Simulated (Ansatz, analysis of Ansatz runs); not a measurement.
## SrCrF4 (I4/mcm): does an added hole stay on Cr?

Question: does an added hole stay on the Cr atom where it is started in SrCrF4 (I4/mcm), and if so, how high is the barrier for a hop to another Cr site nearby? Model: a cell of 48 host atoms.

Method: plane-wave PAW DFT, PBEsol+U; relaxation of all atoms of a supercell at fixed charge in a uniform background; PAW set soft_1, in Ansatz 0.2.0.

### 1. Starting point

The cell holds 48 atoms: 8 Sr, 8 Cr and 32 F. Cell: a = 8.014 Å, b = 8.014 Å, c = 10.882 Å, α = 90.0°, β = 90.0°, γ = 90.0°. It derives from SrCrF4 (space group I4/mcm). Nearest the centre at fractional (0.500, 0.750, 0.500): F26 at 1.49 Å, F34 at 1.49 Å, Cr12 at 2.00 Å, Cr14 at 2.00 Å, F48 at 2.82 Å, F44 at 2.82 Å, F32 at 2.82 Å, F40 at 2.82 Å.

Hubbard terms: Cr d 5.0 eV. They were chosen, not fitted, to curb self-interaction in the shells named, the trial site's among them. The two sites are Cr12 and Cr14. The cell's shortest repeat is 8.0 Å. The host's moments were started ferromagnetic, high spin; both sites carry the same spin direction.

### 2. The cell without the carrier

The neutral cell is relaxed first, from small random displacements, so that bond lengths and moments with the carrier can be set beside those of a relaxed cell without it.

File neutral.relax/input.yaml:

```yaml
crystal:
  lattice:
    - [5.66676904, 5.66676904, 0.0]
    - [-5.66676904, 5.66676904, 0.0]
    - [0.0, 0.0, 10.88164054]
  atoms:
    - { symbol: Sr, position: [0.0, 0.0, 0.75] }
    - { symbol: Sr, position: [0.0, 0.5, 0.25] }
    - { symbol: Sr, position: [0.5, 0.0, 0.25] }
    - { symbol: Sr, position: [0.5, 0.5, 0.75] }
    - { symbol: Sr, position: [0.0, 0.0, 0.25] }
    - { symbol: Sr, position: [0.0, 0.5, 0.75] }
    - { symbol: Sr, position: [0.5, 0.0, 0.75] }
    - { symbol: Sr, position: [0.5, 0.5, 0.25] }
    - { symbol: Cr, position: [0.25, 0.25, 0.5], spin: 4.0 }
    - { symbol: Cr, position: [0.25, 0.75, 0.0], spin: 4.0 }
    - { symbol: Cr, position: [0.75, 0.25, 0.0], spin: 4.0 }
    - { symbol: Cr, position: [0.75, 0.75, 0.5], spin: 4.0 }
    - { symbol: Cr, position: [0.25, 0.25, 0.0], spin: 4.0 }
    - { symbol: Cr, position: [0.25, 0.75, 0.5], spin: 4.0 }
    - { symbol: Cr, position: [0.75, 0.25, 0.5], spin: 4.0 }
    - { symbol: Cr, position: [0.75, 0.75, 0.0], spin: 4.0 }
    - { symbol: F, position: [0.071581, 0.25, 0.126289] }
    - { symbol: F, position: [0.071581, 0.75, 0.626289] }
    - { symbol: F, position: [0.571581, 0.25, 0.626289] }
    - { symbol: F, position: [0.571581, 0.75, 0.126289] }
    - { symbol: F, position: [0.071581, 0.25, 0.873711] }
    - { symbol: F, position: [0.071581, 0.75, 0.373711] }
    - { symbol: F, position: [0.571581, 0.25, 0.373711] }
    - { symbol: F, position: [0.571581, 0.75, 0.873711] }
    - { symbol: F, position: [0.428419, 0.25, 0.873711] }
    - { symbol: F, position: [0.428419, 0.75, 0.373711] }
    - { symbol: F, position: [0.928419, 0.25, 0.373711] }
    - { symbol: F, position: [0.928419, 0.75, 0.873711] }
    - { symbol: F, position: [0.25, 0.428419, 0.373711] }
    - { symbol: F, position: [0.25, 0.928419, 0.873711] }
    - { symbol: F, position: [0.75, 0.428419, 0.873711] }
    - { symbol: F, position: [0.75, 0.928419, 0.373711] }
    - { symbol: F, position: [0.428419, 0.25, 0.126289] }
    - { symbol: F, position: [0.428419, 0.75, 0.626289] }
    - { symbol: F, position: [0.928419, 0.25, 0.626289] }
    - { symbol: F, position: [0.928419, 0.75, 0.126289] }
    - { symbol: F, position: [0.25, 0.428419, 0.626289] }
    - { symbol: F, position: [0.25, 0.928419, 0.126289] }
    - { symbol: F, position: [0.75, 0.428419, 0.126289] }
    - { symbol: F, position: [0.75, 0.928419, 0.626289] }
    - { symbol: F, position: [0.25, 0.071581, 0.626289] }
    - { symbol: F, position: [0.25, 0.571581, 0.126289] }
    - { symbol: F, position: [0.75, 0.071581, 0.126289] }
    - { symbol: F, position: [0.75, 0.571581, 0.626289] }
    - { symbol: F, position: [0.25, 0.071581, 0.373711] }
    - { symbol: F, position: [0.25, 0.571581, 0.873711] }
    - { symbol: F, position: [0.75, 0.071581, 0.873711] }
    - { symbol: F, position: [0.75, 0.571581, 0.373711] }
basis:
  ecutwfc: 420
  xc_grid: 2
hamiltonian:
  xc: pbesol
  hubbard:
    sites: [{ species: Cr, l: d, u_eff: 5.0 }]
    projectors: ortho-atomic
  pseudopotentials: { kind: paw, azcp: { folder: soft_1 }, xc_functional: pbe }
kpoints:
  mp_grid: { grid: [1, 1, 1] }
magnetization:
  spin_polarized: true
  initial_magnetization: 32
  spin_locking: { lock_magnetization: hard }
scf:
  occupations: { method: fermi_dirac, width: 0.01 }
  max_iter: 120
  lower_state_search: "off"
output:
  forces: true
relax:
  f_tol: 0.02
  max_steps: 70
  random_displacement: { amplitude: 0.04, seed: 7730 }
checkpoint:
  write: "../neutral.relax.run"
  compress: false
  write_wavefunctions: true
  write_every: 100000
```

Started as:

```
$ ansatz run input.yaml --threads 4 --pin off --max-ram 9420MiB --backend cpu --events-out ev --progress --plain --runs-dir out
```

Numbers of over 12 decimals in the logs are rounded to 6 here.

What it wrote:

```text
[... repeated set-up lines and file paths are left out, and long positions are rounded to six places ...]
Engine: ansatz 0.2.0, x86_64-unknown-linux-gnu
Pseudopotentials: kind: paw
Pseudopotential: Sr, paw, valence charge 10, recommended cutoff 420 eV (normal), soft_1/Sr.paw.azcp
Pseudopotential: Cr, paw, valence charge 14, recommended cutoff 420 eV (normal), soft_1/Cr.paw.azcp
Pseudopotential: F, paw, valence charge 7, recommended cutoff 420 eV (normal), soft_1/F.paw.azcp
Functional definition: PBEsol
  exchange = pbesol_x
  correlation = pbesol_c
Crystal: 48 atoms, lattice volume = 698.868 Å³
Basis set: ecut = 420 eV, 13653 PW (Γ), exchange–correlation on 108×108×150 points (8 copies of the dense FFT grid, shifted against one another)
Bands: 272, of which v1, the nominal top of the filled ones, is band 208 counted from 1 (207 counted from 0)
Symmetry: 1 space group operations
k-points: 1
Non-local potential: Sr, projectors of the file, l = 0: 3, l = 1: 2, l = 2: 2
Non-local potential: Cr, projectors of the file, l = 0: 3, l = 1: 2, l = 2: 3, l = 3: 1
Non-local potential: F, projectors of the file, l = 0: 2, l = 1: 2, l = 2: 1
PAW form: soft (Blöchl's): semilocal exchange-correlation on the pseudo side does not see the compensation charge
PAW frozen core: Sr, regenerated for the run's functional, and the local potential with it (the file was generated under x = pbe(κ = 0.804, μ = 0.219515), c = pbe(β = 0.066725))
PAW frozen core: Cr, regenerated for the run's functional, and the local potential with it (the file was generated under x = pbe(κ = 0.804, μ = 0.219515), c = pbe(β = 0.066725))
[...]
[... 1 atom left out ...]
  atom  34  F      0.00016962     0.00017702    -0.00009224
  [... 5 atoms left out ...]
  atom  40  F      0.00017963     0.00036523    -0.00018865
  [... 3 atoms left out ...]
  atom  44  F      0.00008993    -0.00016228     0.00024069
  [... 3 atoms left out ...]
  atom  48  F     -0.00023191    -0.00032420     0.00009838
  max |Σ_I F_I| component: 7.01e-5 eV/Å
--- Band table (eV) ---
  k-point 0 ↑: bands = ["-65.4611", "-65.4611", "-65.4610", "-65.4610", [... 264 left out ...] "14.5433", "14.5434", "14.5862", "14.5862"]
  k-point 0 ↓: bands = ["-61.6821", "-61.6820", "-61.6816", "-61.6815", [... 264 left out ...] "14.6854", "14.7008", "14.7009", "14.7713"]
Occupation matrices written to <dir>
--- Relaxed structure (5 steps of the walk, 5 accepted, 0 SCFs on fresh bases) ---
  F+E_penalty+E_count = -80392.10881068 eV   max|allowed force component| = 7.656e-4 eV/Å
  atoms:
    - { symbol: Sr, position: [-0.000566, -0.000174, 0.750248] }
    - { symbol: Sr, position: [-0.000506, 0.499868, 0.250228] }
    [... 4 atoms left out ...]
    - { symbol: Sr, position: [0.499412, -0.000163, 0.750260] }
    - { symbol: Sr, position: [0.499494, 0.499872, 0.250277] }
    [... 3 atoms left out ...]
    - { symbol: Cr, position: [0.749495, 0.749863, 0.500265] }
    [... 1 atom left out ...]
    - { symbol: Cr, position: [0.249451, 0.749792, 0.500247] }
    [... 11 atoms left out ...]
    - { symbol: F, position: [0.429384, 0.749878, 0.374239] }
    [... 5 atoms left out ...]
    - { symbol: F, position: [0.749558, 0.929731, 0.374205] }
    [... 1 atom left out ...]
    - { symbol: F, position: [0.429130, 0.749809, 0.626439] }
    [... 5 atoms left out ...]
    - { symbol: F, position: [0.749387, 0.929608, 0.626404] }
    [... 3 atoms left out ...]
    - { symbol: F, position: [0.749406, 0.570009, 0.626334] }
    [... 3 atoms left out ...]
    - { symbol: F, position: [0.749548, 0.570111, 0.374127] }
[key lines of the parts left out:]
SCF converged after 7 iterations
Magnetization: 32.0000 μB (224.0000 up, 192.0000 down)
Free energy (F): -80392.108811 eV
Fermi energy:    7.273458 (↑ 7.303331, ↓ 6.203481) eV
```

Elapsed: 32 s, on 4 threads of AMD EPYC 9R14 (Zen 4), shared host; peak memory 1.5 GiB; 99 s of CPU time.

The largest displacement from an ideal site is 0.013 Å.

### 3. The hole on the first site

The nearest neighbour or neighbours of the site start displaced and the site's starting moment is changed by the carrier's spin, since a carrier doesn't trap itself in the undistorted lattice.

File A.relax/input.yaml:

```yaml
crystal:
  lattice:
    - [5.66676904, 5.66676904, 0.0]
    - [-5.66676904, 5.66676904, 0.0]
    - [0.0, 0.0, 10.88164054]
  atoms:
    - { symbol: Sr, position: [-0.000566, -0.000174, 0.750248] }
    - { symbol: Sr, position: [-0.000506, 0.499868, 0.250228] }
    - { symbol: Sr, position: [0.499511, -0.000122, 0.250306] }
    - { symbol: Sr, position: [0.499434, 0.499848, 0.750285] }
    - { symbol: Sr, position: [-0.000505, -0.000111, 0.250255] }
    - { symbol: Sr, position: [-0.000576, 0.499838, 0.750282] }
    - { symbol: Sr, position: [0.499412, -0.000163, 0.75026] }
    - { symbol: Sr, position: [0.499494, 0.499872, 0.250277] }
    - { symbol: Cr, position: [0.249438, 0.249864, 0.500271], spin: 4.0 }
    - { symbol: Cr, position: [0.249498, 0.749865, 0.000277], spin: 4.0 }
    - { symbol: Cr, position: [0.749428, 0.249835, 0.000255], spin: 4.0 }
    - { symbol: Cr, position: [0.749495, 0.749863, 0.500265], spin: 3.0 }
    - { symbol: Cr, position: [0.249484, 0.249807, 0.000267], spin: 4.0 }
    - { symbol: Cr, position: [0.249451, 0.749792, 0.500247], spin: 4.0 }
    - { symbol: Cr, position: [0.749466, 0.249907, 0.500281], spin: 4.0 }
    - { symbol: Cr, position: [0.749443, 0.749934, 0.000268], spin: 4.0 }
    - { symbol: F, position: [0.069685, 0.249862, 0.126365] }
    - { symbol: F, position: [0.069519, 0.749795, 0.626261] }
    - { symbol: F, position: [0.569605, 0.24984, 0.62635] }
    - { symbol: F, position: [0.569731, 0.749884, 0.126437] }
    - { symbol: F, position: [0.069659, 0.249817, 0.874173] }
    - { symbol: F, position: [0.069788, 0.749872, 0.374047] }
    - { symbol: F, position: [0.569706, 0.249913, 0.374156] }
    - { symbol: F, position: [0.569546, 0.749868, 0.874234] }
    - { symbol: F, position: [0.429292, 0.249835, 0.874176] }
    - { symbol: F, position: [0.429384, 0.749878, 0.374239] }
    - { symbol: F, position: [0.929324, 0.249914, 0.374207] }
    - { symbol: F, position: [0.929171, 0.749858, 0.874112] }
    - { symbol: F, position: [0.249486, 0.429757, 0.374226] }
    - { symbol: F, position: [0.249405, 0.929688, 0.874188] }
    - { symbol: F, position: [0.749425, 0.429646, 0.874163] }
    - { symbol: F, position: [0.749558, 0.920731, 0.380638] }
    - { symbol: F, position: [0.429291, 0.249859, 0.12637] }
    - { symbol: F, position: [0.42913, 0.749809, 0.626439] }
    - { symbol: F, position: [0.929217, 0.249842, 0.626415] }
    - { symbol: F, position: [0.929332, 0.749892, 0.126308] }
    - { symbol: F, position: [0.249418, 0.429574, 0.626442] }
    - { symbol: F, position: [0.249539, 0.929653, 0.126388] }
    - { symbol: F, position: [0.749468, 0.429626, 0.12636] }
    - { symbol: F, position: [0.749387, 0.920609, 0.619971] }
    - { symbol: F, position: [0.249418, 0.069971, 0.626315] }
    - { symbol: F, position: [0.249528, 0.570051, 0.126368] }
    - { symbol: F, position: [0.749473, 0.070031, 0.126359] }
    - { symbol: F, position: [0.749406, 0.579009, 0.619902] }
    - { symbol: F, position: [0.249488, 0.070161, 0.374107] }
    - { symbol: F, position: [0.249415, 0.570078, 0.87416] }
    - { symbol: F, position: [0.749434, 0.070008, 0.874163] }
    - { symbol: F, position: [0.749548, 0.579111, 0.38056] }
total_charge: 1
basis:
  ecutwfc: 420
  xc_grid: 2
hamiltonian:
  xc: pbesol
  hubbard:
    sites: [{ species: Cr, l: d, u_eff: 5.0 }]
    projectors: ortho-atomic
  pseudopotentials: { kind: paw, azcp: { folder: soft_1 }, xc_functional: pbe }
kpoints:
  mp_grid: { grid: [1, 1, 1] }
magnetization:
  spin_polarized: true
  initial_magnetization: 31
  spin_locking: { lock_magnetization: hard }
scf:
  occupations: { method: fermi_dirac, width: 0.01 }
  max_iter: 120
  lower_state_search: "off"
output:
  forces: true
relax:
  f_tol: 0.015
  max_steps: 70
  escape_saddle: false
checkpoint:
  write: "../A.relax.run"
  compress: false
  write_wavefunctions: true
  write_every: 100000
```

What it wrote:

```text
[...]
Crystal: 48 atoms, lattice volume = 698.868 Å³
Basis set: ecut = 420 eV, 13653 PW (Γ), exchange–correlation on 108×108×150 points (8 copies of the dense FFT grid, shifted against one another)
Bands: 271, of which v1, the nominal top of the filled ones, is band 208 counted from 1 (207 counted from 0)
[... 1 set-up line as in the run before ...]
[...]
k-points: 1
[...]
Starting moments: Σ|m| = 31 μB on 8 of 48 sites
[...]
SCF iter   1: F=—  HF=-80435.166213 eV  |F-HF|=—  |Δ(HF+E_count)|=         —  Δρ=1.09e-1 (↑1.09e-1 ↓8.17e-2)  dr2=2.20e2  dr2_m=3.44e0  M=31.000 μB ∫|m|=37.848 μB  β_m=0.30  ethr=3.10e-3  ⟨swp⟩=8.5  Hψ=2747  notcnv=0  defer=41
[...]
SCF iter  29: F=-80397.161080 eV  HF=-80397.161081 eV  |F-HF|=9.61e-7  |Δ(HF+E_count)|=   2.21e-7  Δρ=1.15e-5 (↑1.15e-5 ↓1.94e-6)  dr2=1.62e-6  dr2_m=2.11e-7  M=31.000 μB ∫|m|=32.262 μB  ethr=1.36e-9  ⟨swp⟩=3.0  Hψ=1149  notcnv=0
SCF 1 converged in 29 iterations: F = -80397.161080 eV  dr2 = 1.62e-6
[...]
relax step   1: F+E_penalty+E_count = -80397.16108003 eV  Δ(F+E_penalty+E_count) = +0.000e0 eV  max|allowed force component| = 3.329e-1 eV/Å  Δτ_max = 0.0000 Å  (29 SCF iters, dr2 threshold 5.63e-6 eV, accepted)
[...]
relax step   2: F+E_penalty+E_count = -80397.23757401 eV  Δ(F+E_penalty+E_count) = -7.649e-2 eV  max|allowed force component| = 1.136e-1 eV/Å  Δτ_max = 0.0432 Å  (15 SCF iters, dr2 threshold 6.93e-6 eV, accepted)
relax step   3: F+E_penalty+E_count = -80397.25341384 eV  Δ(F+E_penalty+E_count) = -1.584e-2 eV  max|allowed force component| = 6.802e-2 eV/Å  Δτ_max = 0.0256 Å  (15 SCF iters, dr2 threshold 8.07e-7 eV, accepted)
relax step   4: F+E_penalty+E_count = -80397.25522093 eV  Δ(F+E_penalty+E_count) = -1.807e-3 eV  max|allowed force component| = 3.405e-2 eV/Å  Δτ_max = 0.0055 Å  (16 SCF iters, dr2 threshold 5.39e-7 eV, accepted)
relax step   5: F+E_penalty+E_count = -80397.25631775 eV  Δ(F+E_penalty+E_count) = -1.097e-3 eV  max|allowed force component| = 2.386e-2 eV/Å  Δτ_max = 0.0055 Å  (17 SCF iters, dr2 threshold 2.91e-7 eV, accepted)
relax step   6: F+E_penalty+E_count = -80397.26038233 eV  Δ(F+E_penalty+E_count) = -4.065e-3 eV  max|allowed force component| = 3.358e-2 eV/Å  Δτ_max = 0.0238 Å  (24 SCF iters, accepted)
relax step   7: F+E_penalty+E_count = -80397.26075966 eV  Δ(F+E_penalty+E_count) = -3.773e-4 eV  max|allowed force component| = 5.362e-2 eV/Å  Δτ_max = 0.0409 Å  (25 SCF iters, dr2 threshold 5.54e-7 eV, accepted)
relax step   8: F+E_penalty+E_count = -80397.25172986 eV  Δ(F+E_penalty+E_count) = +9.030e-3 eV  max|allowed force component| = 1.292e-1 eV/Å  Δτ_max = 0.0451 Å  (21 SCF iters, dr2 threshold 2.88e-6 eV, rejected (line search))
relax step   9: F+E_penalty+E_count = -80397.26523905 eV  Δ(F+E_penalty+E_count) = -4.479e-3 eV  max|allowed force component| = 2.185e-2 eV/Å  Δτ_max = 0.0220 Å  (24 SCF iters, accepted)
relax step  10: F+E_penalty+E_count = -80397.26584112 eV  Δ(F+E_penalty+E_count) = -6.021e-4 eV  max|allowed force component| = 1.773e-2 eV/Å  Δτ_max = 0.0110 Å  (21 SCF iters, accepted)
SCF iter   1: F=—  HF=-80397.269575 eV  |F-HF|=—  |Δ(HF+E_count)|=         —  Δρ=3.21e-3 (↑3.21e-3 ↓1.88e-4)  dr2=1.58e-1  dr2_m=1.66e-2  M=31.000 μB ∫|m|=32.284 μB  β_m=0.30  ethr=1.34e-4  ⟨swp⟩=4.0  Hψ=919  notcnv=0  defer=85
[...]
SCF iter  19: F=-80397.266195 eV  HF=-80397.266195 eV  |F-HF|=4.92e-9  |Δ(HF+E_count)|=   2.18e-9  Δρ=1.25e-6 (↑1.25e-6 ↓2.77e-7)  dr2=1.69e-8  dr2_m=2.38e-9  M=31.000 μB ∫|m|=32.277 μB  ethr=2.41e-11  ⟨swp⟩=3.0  Hψ=1179  notcnv=0
SCF 11 converged in 19 iterations: F = -80397.266195 eV  dr2 = 1.69e-8
relax step  11: F+E_penalty+E_count = -80397.26619488 eV  Δ(F+E_penalty+E_count) = -3.538e-4 eV  max|allowed force component| = 8.934e-3 eV/Å  Δτ_max = 0.0051 Å  (19 SCF iters, accepted)
NSCF: frozen V_eff on 1 k-points
[...]
SCF converged after 19 iterations
[...]
Magnetization: 31.0000 μB (223.0000 up, 192.0000 down)
Absolute magnetization: 32.3149 μB (∫|ρ↑−ρ↓|, with the PAW one-centre terms)
[...]
Per-site moments (μB) at R_I (Å): [(0.00109061, 1.025039), (0.00108972, 1.024821), (0.00109117, 1.025210), [... 45 left out ...]
Free energy (F): -80397.266195 eV
[...]
Internal energy: -80397.265512 eV  (E = F + TS)
E sigma→0 (E₀):  -80397.265854 eV
Entropy (-TS):   -0.000683 eV (-0.014 meV/atom)
Fermi energy:    5.161151 (↑ 5.161151, ↓ 6.192110) eV
[...]
--- Forces (eV/Å), atoms counted from 1 ---
  atom   1  Sr    -0.00279122    -0.00740547     0.00077159
  atom   2  Sr    -0.00121491    -0.00669259    -0.00190892
  atom   3  Sr     0.00325594     0.00880023    -0.00038374
  [... 4 atoms left out ...]
  atom   8  Sr     0.00893394     0.00236728    -0.00101483
  [... 3 atoms left out ...]
  atom  12  Cr     0.00028720    -0.00029970     0.00341073
  [... 1 atom left out ...]
  atom  14  Cr     0.00028104    -0.00005530     0.00459605
  [... 11 atoms left out ...]
  atom  26  F     -0.00271953    -0.00146428     0.00125007
  [... 5 atoms left out ...]
  atom  32  F     -0.00194080    -0.00058313    -0.00267015
  [... 1 atom left out ...]
  atom  34  F     -0.00513058    -0.00536695    -0.00617927
  [... 5 atoms left out ...]
  atom  40  F     -0.00007979     0.00237077     0.00245759
  [... 3 atoms left out ...]
  atom  44  F      0.00229327     0.00039981     0.00173354
  [... 3 atoms left out ...]
  atom  48  F     -0.00070858    -0.00152944    -0.00290705
  max |Σ_I F_I| component: 2.81e-6 eV/Å
--- Band table (eV) ---
[...]
Occupation matrices written to <dir>
--- Relaxed structure (11 steps of the walk, 10 accepted, 0 SCFs on fresh bases) ---
  F+E_penalty+E_count = -80397.26619488 eV   max|allowed force component| = 8.934e-3 eV/Å
  atoms:
    - { symbol: Sr, position: [-0.000235, -0.000108, 0.750207] }
    - { symbol: Sr, position: [-7.330552637541121e-5, 0.499900, 0.250315] }
    - { symbol: Sr, position: [0.499138, -0.000212, 0.250322] }
    [... 4 atoms left out ...]
    - { symbol: Sr, position: [0.499147, 0.499917, 0.250328] }
    [... 3 atoms left out ...]
    - { symbol: Cr, position: [0.749453, 0.749856, 0.500252] }
    [... 1 atom left out ...]
    - { symbol: Cr, position: [0.249466, 0.749864, 0.500283] }
    [... 11 atoms left out ...]
    - { symbol: F, position: [0.429973, 0.749827, 0.375675] }
    [... 5 atoms left out ...]
    - { symbol: F, position: [0.749649, 0.929055, 0.376354] }
    [... 1 atom left out ...]
    - { symbol: F, position: [0.429509, 0.749869, 0.625279] }
    [... 5 atoms left out ...]
    - { symbol: F, position: [0.749275, 0.929107, 0.624119] }
    [... 3 atoms left out ...]
    - { symbol: F, position: [0.749266, 0.570663, 0.624171] }
    [... 3 atoms left out ...]
    - { symbol: F, position: [0.749643, 0.570594, 0.376403] }
```

Elapsed: 1.8 min, on 4 threads; peak memory 1.5 GiB; 6.9 min of CPU time.

Relaxation path:

```tsv
step	energy less that of the first step (eV)	largest force component (eV/Å)
1	0.0000	0.3329
2	-0.0765	0.1136
3	-0.0923	0.0680
4	-0.0941	0.0340
5	-0.0952	0.0239
6	-0.0993	0.0336
7	-0.0997	0.0536
8	-0.0906	0.1292
9	-0.1042	0.0218
10	-0.1048	0.0177
11	-0.1051	0.0089
```

Relaxation step 8 was tried and not accepted.

The atoms that moved most (Å):

```tsv
atom	dx	dy	dz	length
F48	0.049	-0.048	-0.045	0.082
F40	-0.049	0.048	0.045	0.082
F44	0.047	-0.048	0.046	0.081
F32	-0.047	0.048	-0.047	0.081
F31	0.002	-0.003	0.028	0.028
F43	-0.003	0.004	-0.028	0.028
F47	-0.003	0.003	0.028	0.028
F39	0.003	-0.002	-0.028	0.028
```

The moves above count from the input, in which the site's nearest neighbours were already displaced; the distances below compare with the cell without the carrier.

Distances from Cr12 without and with the hole:

```tsv
atom	without (Å)	with (Å)
F32	1.99	1.97
F48	1.99	1.97
F40	1.99	1.97
F44	1.99	1.97
```

The largest changes of the moments are -0.11 μB on Cr11, -0.10 μB on Cr12 and -0.07 μB on Cr10. The carrier did not stay on the chosen site.

### 4. Outcome

```json
{
 "carrier trapped on the chosen site": "no",
 "size of the moment change on that site": "0.10 μB"
}
```

In words: With PBEsol+U (5 eV) (Cr d 5.0 eV) the hole does not stay on the chosen Cr atom: it is spread over about 15 atoms in effect, so no hop between such sites was computed. The magnetic order was assumed and need not be the ground state; parallel spins on neighbours help a carrier to spread. The search for lower electronic states was switched off. Another U, a hybrid or another start may give another answer. Keep in mind: sampling at the zone centre alone can move energies of charged and open-shell states by tenths of an eV or more in cells of this size; the images are only 8.0 Å apart; gap and trapping depend on the U chosen (Cr d 5.0 eV).

[Logs are printed without paths, hosts, clocks, repeated set-up lines and the standing remarks that a program may print on its own settings, such as how far it seeks lower states.]

[Hosts, paths, dates, database ids (printed as entryN), source tags and the programs' standing remarks are cut or masked in the printed files.]
